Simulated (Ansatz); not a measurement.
# Is the response still linear at 0.4 V/Å? Ir(111), 6 layers

The dipole of a slab grows in proportion to a weak field along its normal. Does the weak-field slope carry to a strong field?

Set-up. Ansatz 0.2.0, plane waves with PAW datasets (its set soft_2), PBE; atoms held at bulk places, 18 Å of vacuum, dipole correction, cell area 6.39 Å², 24×24 k-points, smearing 0.1 eV. Without field the slab has no gap over 0.05 eV.

| run | field (V/Å) | dipole (e·Å) |
| --- | --- | --- |
| run 1 | −0.10 | −0.05074 |
| run 2 | −0.05 | −0.02537 |
| run 3 | 0.00 | 0.00000 |
| run 4 | 0.05 | 0.02537 |
| run 5 | 0.10 | 0.05074 |
| run 6 | 0.40 | ? |

**Question.** What value belongs in the row marked “?”, and how far can the other rows tell?

A least-squares line through the 5 rows shown has slope 0.507400 and intercept 0.000000; no row lies more than 0.00001 e·Å off it. A perfect conductor with that slope would be 180.95 × 0.50740 / 6.39 = 14.37 Å thick. At 0.40 it gives 0.507400 × 0.40 + 0.000000 = 0.20296 e·Å, beyond the rows fitted. Rounding and scatter of the rows alone allow about ±0.00002 e·Å there.

The run itself gives 0.20301 e·Å: a miss of +0.00005 e·Å. That is under 1 % of the induced dipole, so the response is still linear.

Caveats: Ions are held, so this is the electronic response. Of the series that stay linear within 1 %, this collection keeps about one in seven, and it keeps all that bend. Spin-orbit coupling is left out, which changes the bands of elements this heavy.
